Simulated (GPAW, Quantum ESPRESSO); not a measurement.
The O K edge of atom 5 in Ga2O3 (C2/m), with 2 Ga at 1.83 Å and 1 Ga at 1.94 Å (distorted trigonal planar, site symmetry m), was computed in 2 ways: full core hole (charged cell) and no core hole. Program and functional: Quantum ESPRESSO XSpectra, PBE, Lorentzian half width 0.3 eV up to 4 eV, rising linearly to 2.5 eV at 25 eV; cells of 10 and 30 atoms (the run without a hole in the smaller).

Each run is counted from its own lowest empty level or Fermi level and scaled to a mean of 1 over its first 20 eV. (XSpectra's own axis starts at xe0, in the gap; it has been shifted.)

```
E (eV)  run 1  run 2
  -2.0   0.03   0.02
  -1.0   0.05   0.03
   0.0   0.08   0.05
   1.0   0.20   0.11
   2.0   0.56   0.22
   3.0   1.67   0.59
   4.0   2.12   1.04
   5.0   1.74   1.37
   6.0   1.76   1.50
   7.0   1.52   1.63
   8.0   1.37   1.55
   9.0   1.37   1.61
  10.0   1.29   1.74
  11.0   1.02   1.65
  12.0   0.78   1.25
  13.0   0.69   1.02
  14.0   0.63   0.88
  15.0   0.61   0.79
  16.0   0.61   0.74
  17.0   0.59   0.69
  18.0   0.56   0.64
  19.0   0.54   0.59
  20.0   0.54   0.56
  21.0   0.54   0.54
  22.0   0.56   0.54
  23.0   0.59   0.54
  24.0   0.63   0.55
  25.0   0.67   0.57
  26.0   0.73   0.61
  27.0   0.81   0.66
  28.0   0.88   0.73
  29.0   0.93   0.81
  30.0   0.94   0.88
  31.0   0.88   0.90
  32.0   0.78   0.86
```

Question: Which run is which?

Run 1: full core hole (charged cell) (area from −2 to 6 eV 7.3, main maxima 3.7 eV (2.25) and 6.0 eV (1.76)). Run 2: no core hole (area from −2 to 6 eV 4.1, main maxima 6.8 eV (1.63) and 10.4 eV (1.76)). With each curve scaled to its own mean, the area from −2 to 6 eV with the hole is 7.3 against 4.1, and the centre of weight from −1 to 20 eV moves by -1.4 eV: the hole pulls the absorber's empty states down.

[Banner, clock and machine lines of the logs are left out without a mark of their own.]

[Logs are printed without paths, hosts, clocks, repeated set-up lines and the standing remarks that a program may print on its own settings, such as how far it seeks lower states.]

[Hosts, paths, dates, database ids (printed as entryN), source tags and the programs' standing remarks are cut or masked in the printed files.]

[Lists of maxima count a maximum above −3 eV only where it reaches 4 % of the highest in the window and stands out from its surroundings by 2 % of it (1.5 % where it reaches 55 %); shoulders and weaker maxima are passed over, and of the rest the first, up to two pre-edge ones and the few strongest are named.]
